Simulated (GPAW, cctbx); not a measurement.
# What do these deviations say about the bonding?

Ca3PbS4, Pm-3m (no. 221), a = 5.8090 Å, b = 5.8090 Å, c = 5.8090 Å, α = 90.00°, β = 90.00°, γ = 90.00°.

```
atom  mult.    x    y    z
 Pb1      1  1/2  1/2  1/2
 Ca1      3    0    0  1/2
  S1      3  1/2    0  1/2
  S2      1    0    0    0
```

The cell is our own: ordered rocksalt alloy in the eight-atom cube, 3 of 4 Pb sites given to Ca.

Absolute values of the static structure factors of the conventional cell from DFT (PBE, GPAW) against free spherical atoms, in electrons:

| hkl | d (Å) | free atoms | crystal |
| --- | --- | --- | --- |
| 010 | 5.809 | 60.64 | 60.47 |
| 011 | 4.108 | 59.22 | 59.09 |
| 111 | 3.354 | 70.48 | 69.75 |
| 020 | 2.905 | 164.71 | 165.72 |
| 021 | 2.598 | 55.60 | 55.59 |
| 121 | 2.372 | 54.62 | 54.65 |
| 022 | 2.054 | 145.77 | 145.68 |
| 122 | 1.936 | 52.12 | 52.16 |
| 030 | 1.936 | 52.12 | 52.00 |
| 031 | 1.837 | 51.40 | 51.33 |

**Question.** Which way does charge move, and which reflections show it best?

Project each element's phase sum on the total phase. |F| rises if density moves to atoms that scatter in phase and falls if it moves to atoms that scatter against it; the rule is for low angles, since changes of shape take over beyond. Where all elements are in phase the terms compete, and the compactness of the donor's and the acceptor's density matters too.

| hkl | Pb in phase | Ca in phase | S in phase | change (e) | (%) |
| --- | --- | --- | --- | --- | --- |
| 010 | +1.0 | -1.0 | 0.0 | -0.17 | -0.3 |
| 011 | +1.0 | -1.0 | 0.0 | -0.13 | -0.2 |
| 111 | +1.0 | +3.0 | -4.0 | -0.73 | -1.0 |
| 020 | +1.0 | +3.0 | +4.0 | +1.01 | +0.6 |
| 021 | +1.0 | -1.0 | 0.0 | -0.02 | 0.0 |
| 121 | +1.0 | -1.0 | 0.0 | +0.03 | +0.1 |
| 022 | +1.0 | +3.0 | +4.0 | -0.09 | -0.1 |
| 122 | +1.0 | -1.0 | 0.0 | +0.05 | +0.1 |

Low-angle reflections that set elements apart and change by more than 0.05 e: 010, 011 and 111 (021, 121 and 122 hardly move and tell little). The signs fit a gain of density on S and a loss on Pb and Ca. The best witness is 111, -1.0 %, where S enters with -4.0. The real-space density agrees: Voronoi charges Pb +0.43, Ca +0.26, S -0.30 e. The shortest bond, Pb–S, has Δρ = +0.02 e/Å³ at its midpoint.

[Outputs are excerpts: Python notices, other lines and further rows are left out; steps that failed or that the build refused (PBEsol, TPSS) are not shown.]

[Logs are printed without paths, hosts, clocks, repeated set-up lines and the standing remarks that a program may print on its own settings, such as how far it seeks lower states.]
